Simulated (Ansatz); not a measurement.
# The perfect SiC wire along [111], 38 atoms a period, H-terminated, part 2 of 3

What gap, if any, does the SiC wire along [111], 38 atoms a period, H-terminated have, and how does it change with the functional and under strain?

Ansatz 0.2.0; DFT PBE, plane waves, PAW; relaxation of a wire's period; PAW set soft_1 (the session's first sound run).

So far. Step 2 (Relaxation of atoms and period): The cell's length comes to 7.670 Å with spin left out.

**3. The wire at its relaxed period**

This step: DFT PBE, plane waves, PAW; bands of a perfect wire; PAW set soft_1 (Ansatz 0.2.0).

At the relaxed period the bands are computed along the axis; those that cross an energy going forward count the channels that a perfect wire would open there.

Contents of input.yaml:

```yaml
crystal:
  lattice:
    - [15.395, 0.0, 0.0]
    - [0.0, 16.394, 0.0]
    - [0.0, 0.0, 7.6695984822]
  atoms:
    - { symbol: Si, position: [0.399621447, 0.347195319, 0.002689253] }
    - { symbol: Si, position: [0.5, 0.510092611, 0.00143623] }
    - { symbol: Si, position: [0.600378553, 0.347195319, 0.002689253] }
    - { symbol: Si, position: [0.700408624, 0.509899837, 0.002684377] }
    - { symbol: C, position: [0.300736586, 0.511436767, 0.248296528] }
    - { symbol: C, position: [0.401623434, 0.347338064, 0.248303721] }
    - { symbol: C, position: [0.399110469, 0.671446677, 0.248292522] }
    - { symbol: C, position: [0.5, 0.510075572, 0.251134687] }
    - { symbol: C, position: [0.598376566, 0.347338064, 0.248303721] }
    - { symbol: C, position: [0.600889531, 0.671446677, 0.248292522] }
    - { symbol: C, position: [0.699263414, 0.511436767, 0.248296528] }
    - { symbol: H, position: [0.218736672, 0.66254386, 0.268801087] }
    - { symbol: H, position: [0.5, 0.205102154, 0.26887936] }
    - { symbol: H, position: [0.781263328, 0.66254386, 0.268801087] }
    - { symbol: H, position: [0.241656015, 0.479766426, 0.294002298] }
    - { symbol: H, position: [0.342868493, 0.315140045, 0.294016537] }
    - { symbol: H, position: [0.398787124, 0.73533348, 0.293974968] }
    - { symbol: H, position: [0.601212876, 0.73533348, 0.293974968] }
    - { symbol: H, position: [0.657131507, 0.315140045, 0.294016537] }
    - { symbol: H, position: [0.758343985, 0.479766426, 0.294002298] }
    - { symbol: Si, position: [0.298428363, 0.619375053, 0.334075225] }
    - { symbol: Si, position: [0.399235586, 0.455460405, 0.335191098] }
    - { symbol: Si, position: [0.5, 0.619357274, 0.335194402] }
    - { symbol: Si, position: [0.5, 0.291534251, 0.33410135] }
    - { symbol: Si, position: [0.600764414, 0.455460405, 0.335191098] }
    - { symbol: Si, position: [0.701571637, 0.619375053, 0.334075225] }
    - { symbol: C, position: [0.299684709, 0.61867291, 0.579321566] }
    - { symbol: C, position: [0.399047395, 0.455339997, 0.584055347] }
    - { symbol: C, position: [0.5, 0.619537348, 0.584055111] }
    - { symbol: C, position: [0.5, 0.292871483, 0.579340717] }
    - { symbol: C, position: [0.600952605, 0.455339997, 0.584055347] }
    - { symbol: C, position: [0.700315291, 0.61867291, 0.579321566] }
    - { symbol: H, position: [0.217986329, 0.441256837, 0.605674343] }
    - { symbol: H, position: [0.295569931, 0.31511716, 0.605698631] }
    - { symbol: H, position: [0.422417827, 0.773783463, 0.605638499] }
    - { symbol: H, position: [0.577582173, 0.773783463, 0.605638499] }
    - { symbol: H, position: [0.704430069, 0.31511716, 0.605698631] }
    - { symbol: H, position: [0.782013671, 0.441256837, 0.605674343] }
    - { symbol: H, position: [0.240374749, 0.588675624, 0.627294411] }
    - { symbol: H, position: [0.297705533, 0.681906419, 0.62729242] }
    - { symbol: H, position: [0.442668547, 0.259660223, 0.62733281] }
    - { symbol: H, position: [0.557331453, 0.259660223, 0.62733281] }
    - { symbol: H, position: [0.702294467, 0.681906419, 0.62729242] }
    - { symbol: H, position: [0.759625251, 0.588675624, 0.627294411] }
    - { symbol: Si, position: [0.299463307, 0.401346553, 0.670937696] }
    - { symbol: Si, position: [0.398809399, 0.564955229, 0.66812993] }
    - { symbol: Si, position: [0.5, 0.400367256, 0.668133507] }
    - { symbol: Si, position: [0.5, 0.727557503, 0.670920505] }
    - { symbol: Si, position: [0.601190601, 0.564955229, 0.66812993] }
    - { symbol: Si, position: [0.700536693, 0.401346553, 0.670937696] }
    - { symbol: C, position: [0.300627887, 0.401976722, 0.915965086] }
    - { symbol: C, position: [0.399110693, 0.564773854, 0.91669193] }
    - { symbol: C, position: [0.5, 0.400671205, 0.91669435] }
    - { symbol: C, position: [0.5, 0.726268012, 0.915949986] }
    - { symbol: C, position: [0.600889307, 0.564773854, 0.91669193] }
    - { symbol: C, position: [0.699372113, 0.401976722, 0.915965086] }
    - { symbol: H, position: [0.218843406, 0.552238011, 0.94016801] }
    - { symbol: H, position: [0.320504099, 0.71760067, 0.940165095] }
    - { symbol: H, position: [0.398333854, 0.260334244, 0.940213751] }
    - { symbol: H, position: [0.601666146, 0.260334244, 0.940213751] }
    - { symbol: H, position: [0.679495901, 0.71760067, 0.940165095] }
    - { symbol: H, position: [0.781156594, 0.552238011, 0.94016801] }
    - { symbol: H, position: [0.241903276, 0.370137997, 0.962787364] }
    - { symbol: H, position: [0.5, 0.789951008, 0.96273972] }
    - { symbol: H, position: [0.758096724, 0.370137997, 0.962787364] }
    - { symbol: Si, position: [0.299591376, 0.509899837, 0.002684377] }
    - { symbol: Si, position: [0.399970685, 0.673175938, 0.002677295] }
    - { symbol: Si, position: [0.600029315, 0.673175938, 0.002677295] }
kpoints:
  mp_grid: { grid: [1, 1, 11] }
  band_path: { path: ["Γ", Z], npoints: 90 }
scf:
  occupations: { method: fermi_dirac, width: 0.05 }
hamiltonian:
  xc: pbe
  pseudopotentials: { kind: paw, azcp: { folder: soft_1 } }
output:
  dos: { e_range: [-5, 4] }
  write_potential: true
  write_density: true
  volumetric_format: npy
```

Command:

```bash
> ansatz run input.yaml --threads 16 --pin off --max-ram 61440MiB --backend cuda --events-out ev --progress --plain --runs-dir out --max-vram 78GiB
```

Numbers of over 12 decimals in the logs are rounded to 6 here.

The log of the run:

```text
[...]
Crystal: 68 atoms, lattice volume = 1935.696 Å³
Basis set: ecut = 420 eV, 37913 PW (Γ)
Bands: 159, of which v1, the nominal top of the filled ones, is band 91 counted from 1 (90 counted from 0)
Symmetry: 2 space group operations
[...]
k-points: 6 of 11 (time reversal used)
[...]
SCF iter   1: F=—  HF=-17379.229996 eV  |F-HF|=—  |Δ(HF+E_count)|=         —  Δρ=7.68e-2  dr2=1.44e2  ethr=3.10e-3  ⟨swp⟩=8.7  Hψ=5985  notcnv=0  defer=149
[...]
SCF iter   6: F=—  HF=-17333.709755 eV  |F-HF|=—  |Δ(HF+E_count)|=   5.11e-3  Δρ=3.37e-4  dr2=2.67e-3  ethr=5.14e-6  ⟨swp⟩=2.0  Hψ=1209  notcnv=0  defer=362
[...]
SCF iter   9: F=—  HF=-17333.710001 eV  |F-HF|=—  |Δ(HF+E_count)|=   1.12e-5  Δρ=8.09e-6  dr2=1.83e-6  ethr=6.55e-9  ⟨swp⟩=2.0  Hψ=1300  notcnv=0  defer=362
[...]
SCF iter  11: F=-17333.710001 eV  HF=-17333.710001 eV  |F-HF|=4.02e-9  |Δ(HF+E_count)|=   5.06e-8  Δρ=7.54e-7  dr2=1.06e-8  ethr=5.49e-11  ⟨swp⟩=23.2  Hψ=8533  notcnv=0
SCF 1 converged in 11 iterations: F = -17333.710001 eV  dr2 = 1.06e-8
[...]
NSCF: frozen V_eff on 91 k-points
[...]
SCF converged after 11 iterations
[...]
```

It took 20 s on 1 × NVIDIA GB200 with 16 threads of Arm Neoverse V2, shared host; peak memory 1.9 GiB.

Numbers from this step:

* band gap: 3.272 eV

Electronic bands along the path, in eV, zero at the Fermi level; v1 is the highest filled band, c1 the lowest empty one:

```
  point     v4     v3     v2     v1    c1    c2    c3    c4
      Γ  -2.10  -1.99  -1.99  -1.64  1.64  1.90  1.91  2.96
halfway  -2.24  -2.03  -2.02  -2.00  1.98  2.11  2.12  3.08
      Z  -2.22  -2.22  -2.09  -2.08  2.59  2.63  2.65  2.79
```

The gap is 3.27 eV, with spin left out.

The path shows a direct gap of 3.27 eV (valence top at Γ, conduction bottom at Γ).

**4. Levels at the same atoms, cutoff 500 eV, k-mesh 1×1×8**

This step: DFT r2SCAN, plane waves, PAW; bands of a perfect wire at the PBE geometry; PAW set soft_1 (Ansatz 0.2.0).

The atoms stay at the PBE geometry and the functional changes. r2SCAN also reads the kinetic-energy density; it often gives larger moments and wider gaps than PBE, at a higher cost. Against the first PBE run of this kind, the cutoff is 500 eV against 420 and the mesh along the wire has 8 points against 11.

input.yaml: that of step 3 with these lines changed.

```diff
@@ -75,3 +75,3 @@
 kpoints:
-  mp_grid: { grid: [1, 1, 11] }
+  mp_grid: { grid: [1, 1, 8] }
   band_path: { path: ["Γ", Z], npoints: 90 }
@@ -80,8 +80,3 @@
 hamiltonian:
-  xc: pbe
+  xc: r2scan
   pseudopotentials: { kind: paw, azcp: { folder: soft_1 } }
-output:
-  dos: { e_range: [-5, 4] }
-  write_potential: true
-  write_density: true
-  volumetric_format: npy
```

The log of the run:

```text
[...]
Crystal: 68 atoms, lattice volume = 1935.696 Å³
Basis set: ecut = 500 eV, 49061 PW (Γ), exchange–correlation on 480×480×240 points (64 copies of the dense FFT grid, shifted against one another)
Bands: 159, of which v1, the nominal top of the filled ones, is band 91 counted from 1 (90 counted from 0)
Symmetry: 2 space group operations
[...]
k-points: 5 of 8 (time reversal used)
[...]
SCF iter   1: F=—  HF=-17449.976921 eV  |F-HF|=—  |Δ(HF+E_count)|=         —  Δρ=7.34e-2  dr2=1.31e2  dr2_τ=1.17e1  ethr=3.10e-3  ⟨swp⟩=7.0  Hψ=4704  notcnv=0  defer=143
[...]
SCF iter   6: F=—  HF=-17414.179195 eV  |F-HF|=—  |Δ(HF+E_count)|=   9.67e-3  Δρ=2.32e-4  dr2=1.05e-3  dr2_τ=1.27e-4  ethr=3.47e-6  ⟨swp⟩=2.8  Hψ=978  notcnv=0  defer=308
[...]
SCF iter   8: F=—  HF=-17414.179594 eV  |F-HF|=—  |Δ(HF+E_count)|=   1.56e-5  Δρ=1.43e-5  dr2=5.23e-6  dr2_τ=4.54e-7  ethr=2.46e-8  ⟨swp⟩=2.0  Hψ=1195  notcnv=0  defer=308
[...]
SCF iter  10: F=-17414.179599 eV  HF=-17414.179598 eV  |F-HF|=6.55e-8  |Δ(HF+E_count)|=   4.45e-7  Δρ=1.36e-6  dr2=4.22e-8  dr2_τ=3.50e-9  ethr=5.49e-11  ⟨swp⟩=25.0  Hψ=7654  notcnv=0
SCF 1 converged in 10 iterations: F = -17414.179599 eV  dr2 = 4.22e-8
[...]
SCF converged after 10 iterations
[...]
```

The job ended after 22 s (1 × NVIDIA GB200 with 16 threads; peak memory 3.9 GiB; 4.7 min of CPU time).

This step gave:

* band gap: 3.679 eV

The electronic bands at the labelled points (eV, zero at the Fermi level; v1 is the highest filled band, c1 the lowest empty one):

```
  point     v4     v3     v2     v1    c1    c2    c3    c4
      Γ  -2.34  -2.22  -2.22  -1.84  1.84  2.12  2.13  3.35
halfway  -2.48  -2.26  -2.25  -2.23  2.21  2.35  2.36  3.53
      Z  -2.46  -2.46  -2.32  -2.32  2.87  2.90  2.91  3.09
```

The gap is 3.68 eV, against 3.27 eV under PBE at the relaxed period.

**5. At a strained period, period over the relaxed period 1.03**

This step: DFT PBE, plane waves, PAW; relaxation at a fixed period; PAW set soft_1 (Ansatz 0.2.0).

The period is set to 1.03 times the relaxed one and the atoms relax within it: strain changes bond lengths and angles, which shifts the bands against each other. Against the first PBE run of this kind, the mesh along the wire has 8 points against 11.

The cell differs from the one that the last finished run ended in (c 7.670 → 7.900 Å).

input.yaml: that of step 4 with these lines changed.

```diff
@@ -4,3 +4,3 @@
     - [0.0, 16.394, 0.0]
-    - [0.0, 0.0, 7.6695984822]
+    - [0.0, 0.0, 7.8996864367]
   atoms:
@@ -80,3 +80,8 @@
 hamiltonian:
-  xc: r2scan
+  xc: pbe
   pseudopotentials: { kind: paw, azcp: { folder: soft_1 } }
+relax:
+  max_steps: 40
+  f_tol: 0.02
+output:
+  stress: true
```

The log of the run:

```text
Warning: output.stress: scf.convergence.dr2_threshold = 1e-7 eV (the SCF's general default) is looser than the 6.8e-9 eV advised for a printed stress (1e-10 eV for each atom of the cell: 68). What an SCF threshold leaves in a stress goes as its square root, and in the free energy as the threshold itself, and one threshold admits the most on a small cell: [figures from the program's tests cut] Every solve of this run answers to scf.convergence.dr2_threshold,  [...]
[...]
Crystal: 68 atoms, lattice volume = 1993.767 Å³
Basis set: ecut = 420 eV, 38975 PW (Γ), exchange–correlation on 216×240×108 points (8 copies of the dense FFT grid, shifted against one another)
Bands: 159, of which v1, the nominal top of the filled ones, is band 91 counted from 1 (90 counted from 0)
Symmetry: 2 space group operations
[...]
k-points: 5 of 8 (time reversal used)
[...]
SCF iter   1: F=—  HF=-17376.926848 eV  |F-HF|=—  |Δ(HF+E_count)|=         —  Δρ=7.44e-2  dr2=1.41e2  ethr=3.10e-3  ⟨swp⟩=8.6  Hψ=4962  notcnv=0  defer=129
[...]
SCF iter   2: F=—  HF=-17335.856012 eV  |F-HF|=—  |Δ(HF+E_count)|=    4.11e1  Δρ=2.78e-2  dr2=1.03e1  ethr=3.10e-3  ⟨swp⟩=4.6  Hψ=1957  notcnv=0  defer=307
[...]
SCF iter   9: F=-17333.116565 eV  HF=-17333.116566 eV  |F-HF|=6.13e-7  |Δ(HF+E_count)|=   3.04e-6  Δρ=8.21e-6  dr2=1.87e-6  ethr=5.49e-9  ⟨swp⟩=4.4  Hψ=2168  notcnv=0
SCF 1 converged in 9 iterations: F = -17333.116565 eV  dr2 = 1.87e-6
[...]
relax step   1: F+E_penalty+E_count = -17333.11656514 eV  Δ(F+E_penalty+E_count) = +0.000e0 eV  max|allowed force component| = 4.460e-1 eV/Å  Δτ_max = 0.0000 Å  (9 SCF iters, dr2 threshold 1.00e-5 eV, accepted)
[...]
SCF 2 converged in 6 iterations: F = -17333.287602 eV  dr2 = 2.61e-6
[...]
relax step   2: F+E_penalty+E_count = -17333.28760163 eV  Δ(F+E_penalty+E_count) = -1.710e-1 eV  max|allowed force component| = 2.645e-1 eV/Å  Δτ_max = 0.0704 Å  (6 SCF iters, dr2 threshold 1.24e-5 eV, accepted)
[...]
SCF 3 converged in 6 iterations: F = -17333.319385 eV  dr2 = 6.53e-7
[...]
relax step   3: F+E_penalty+E_count = -17333.31938543 eV  Δ(F+E_penalty+E_count) = -3.178e-2 eV  max|allowed force component| = 5.009e-2 eV/Å  Δτ_max = 0.0261 Å  (6 SCF iters, dr2 threshold 4.37e-6 eV, accepted)
[...]
SCF 4 converged in 6 iterations: F = -17333.321015 eV  dr2 = 3.19e-8
relax step   4: F+E_penalty+E_count = -17333.32101519 eV  Δ(F+E_penalty+E_count) = -1.630e-3 eV  max|allowed force component| = 1.585e-2 eV/Å  Δτ_max = 0.0055 Å  (6 SCF iters, accepted)
[...]
SCF converged after 6 iterations
[...]
- { symbol: C, position: [0.698335, 0.511380, 0.245869] }
    - { symbol: H, position: [0.219186, 0.662301, 0.275145] }
    - { symbol: H, position: [0.500000, 0.205588, 0.275203] }
    - { symbol: H, position: [0.780814, 0.662301, 0.275145] }
    - { symbol: H, position: [0.241923, 0.479758, 0.287239] }
    - { symbol: H, position: [0.342991, 0.315362, 0.287249] }
    - { symbol: H, position: [0.398930, 0.735124, 0.287216] }
    - { symbol: H, position: [0.601070, 0.735124, 0.287216] }
    - { symbol: H, position: [0.657009, 0.315362, 0.287249] }
    - { symbol: H, position: [0.758077, 0.479758, 0.287239] }
    - { symbol: Si, position: [0.299603, 0.618739, 0.333479] }
    - { symbol: Si, position: [0.399219, 0.455450, 0.335426] }
    - { symbol: Si, position: [0.500000, 0.619378, 0.335432] }
    - { symbol: Si, position: [0.500000, 0.292804, 0.333496] }
    - { symbol: Si, position: [0.600781, 0.455450, 0.335426] }
    - { symbol: Si, position: [0.700397, 0.618739, 0.333479] }
    - { symbol: C, position: [0.300946, 0.617990, 0.573858] }
    - { symbol: C, position: [0.399034, 0.455332, 0.583053] }
    - { symbol: C, position: [0.500000, 0.619552, 0.583057] }
    - { symbol: C, position: [0.500000, 0.294236, 0.573867] }
    - { symbol: C, position: [0.600966, 0.455332, 0.583053] }
    - { symbol: C, position: [0.699054, 0.617990, 0.573858] }
    - { symbol: H, position: [0.218328, 0.441416, 0.616163] }
    - { symbol: H, position: [0.295889, 0.315313, 0.616187] }
    - { symbol: H, position: [0.422440, 0.773430, 0.616136] }
    - { symbol: H, position: [0.577560, 0.773430, 0.616136] }
    - { symbol: H, position: [0.704111, 0.315313, 0.616187] }
    - { symbol: H, position: [0.781672, 0.441416, 0.616163] }
    - { symbol: H, position: [0.240750, 0.588509, 0.617773] }
    - { symbol: H, position: [0.298045, 0.681686, 0.617771] }
    - { symbol: H, position: [0.442702, 0.260044, 0.617798] }
    - { symbol: H, position: [0.557298, 0.260044, 0.617798] }
    - { symbol: H, position: [0.701955, 0.681686, 0.617771] }
    - { symbol: H, position: [0.759250, 0.588509, 0.617773] }
    - { symbol: Si, position: [0.300677, 0.402002, 0.676545] }
    - { symbol: Si, position: [0.398917, 0.564898, 0.667572] }
    - { symbol: Si, position: [0.500000, 0.400481, 0.667572] }
    - { symbol: Si, position: [0.500000, 0.726245, 0.676535] }
    - { symbol: Si, position: [0.601083, 0.564898, 0.667572] }
    - { symbol: Si, position: [0.699323, 0.402002, 0.676545] }
    - { symbol: C, position: [0.301921, 0.402677, 0.916611] }
    - { symbol: C, position: [0.399085, 0.564788, 0.914696] }
    - { symbol: C, position: [0.500000, 0.400640, 0.914694] }
    - { symbol: C, position: [0.500000, 0.724868, 0.916604] }
    - { symbol: C, position: [0.600915, 0.564788, 0.914696] }
    - { symbol: C, position: [0.698079, 0.402677, 0.916611] }
    - { symbol: H, position: [0.219060, 0.552342, 0.947538] }
    - { symbol: H, position: [0.320518, 0.717376, 0.947534] }
    - { symbol: H, position: [0.398534, 0.260458, 0.947572] }
    - { symbol: H, position: [0.601466, 0.260458, 0.947572] }
    - { symbol: H, position: [0.679482, 0.717376, 0.947534] }
    - { symbol: H, position: [0.780940, 0.552342, 0.947538] }
    - { symbol: H, position: [0.242604, 0.370520, 0.958226] }
    - { symbol: H, position: [0.500000, 0.789190, 0.958194] }
    - { symbol: H, position: [0.757396, 0.370520, 0.958226] }
    - { symbol: Si, position: [0.300560, 0.510060, 0.00447479] }
    - { symbol: Si, position: [0.400307, 0.672310, 0.00447079] }
    - { symbol: Si, position: [0.599693, 0.672310, 0.00447079] }
```

Run time: 19 s. Hardware: 1 × NVIDIA GB200 with 16 threads; peak memory 1.8 GiB; 3.4 min of CPU time.

Step by step:

```
step  energy less that of the first step (eV)  largest force component (eV/Å)
   1                                   0.0000                          0.4460
   2                                  -0.1710                          0.2645
   3                                  -0.2028                          0.0501
   4                                  -0.2045                          0.0159
```

The run keeps the 2 symmetry operations that it works with, so distortions that break them were not tested.

The atoms that moved most (Å):

```
atom      dx      dy      dz  length
 H35   0.000  -0.006   0.083   0.083
 H36   0.000  -0.006   0.083   0.083
 H33   0.005   0.003   0.083   0.083
 H38  -0.005   0.003   0.083   0.083
 H37  -0.005   0.003   0.083   0.083
 H34   0.005   0.003   0.083   0.083
 H41   0.001   0.006  -0.075   0.076
 H42  -0.001   0.006  -0.075   0.076
```

This step gave:

```yaml
band_gap: 3.336 eV
```

Electronic bands along the path, in eV, zero at the Fermi level; v1 is the highest filled band, c1 the lowest empty one:

```
  point     v4     v3     v2     v1    c1    c2    c3    c4
      Γ  -2.07  -1.92  -1.92  -1.67  1.67  1.92  1.93  3.01
halfway  -2.24  -2.08  -1.94  -1.94  2.02  2.12  2.13  3.11
      Z  -2.13  -2.13  -2.00  -2.00  2.63  2.65  2.66  2.85
```

The gap is 3.34 eV, against 3.27 eV under PBE at the relaxed period.

(Continued in part 3 of 3.)

[Logs are printed without paths, hosts, clocks, repeated set-up lines and the standing remarks that a program may print on its own settings, such as how far it seeks lower states.]

[Hosts, paths, dates, database ids (printed as entryN), source tags and the programs' standing remarks are cut or masked in the printed files.]
